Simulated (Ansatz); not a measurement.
# A thicker film of BP (110) from two thinner ones

In a field along its normal an insulating film takes a dipole p. Written as a length, p/(ε₀AE), it should grow by 1 − 1/ε for each ångström added.

How it was computed: Ansatz 0.2.0, plane waves with PAW datasets (its set soft_2), PBE; zincblende films relaxed at a bulk in-plane lattice constant near the measured one, then held in weak fields of both signs with a dipole correction (A is the cell's area, E the outer field).

```
     run  distance between the outer atoms (Å)  p/(ε₀AE) (Å)
 5 units                                 6.732         8.369
 8 units                                11.539        12.723
12 units                                17.974             ?
```

**Question.** What value belongs in the row marked “?”, and how far can the other rows tell?

Two rows fix a line: slope = (12.723 − 8.369) / (11.539 − 6.732) = 0.9058, intercept 2.2711. That slope means ε = 1/(1 − 0.9058) = 10.62. At 17.974 it gives 0.9058 × 17.974 + 2.2711 = 18.552 Å, beyond the rows fitted. Rounding of the rows alone allows about ±0.004 Å there; two rows can't show whether the line holds.

The run itself gives 18.445 Å: a miss of −0.107 Å, or 0.6 % of the value. The length is met to within 1 %, though ε is more sensitive than the length: the two thickest films give ε = 9.03.

Caveats: This is the electronic response alone. A unit is one step of the cut along the normal (a plane, a pair of planes or a cell), and the layers relax along it, away from their bulk spacing where the functional's lattice constant differs from the one held.

[Logs are printed without paths, hosts, clocks, repeated set-up lines and the standing remarks that a program may print on its own settings, such as how far it seeks lower states.]
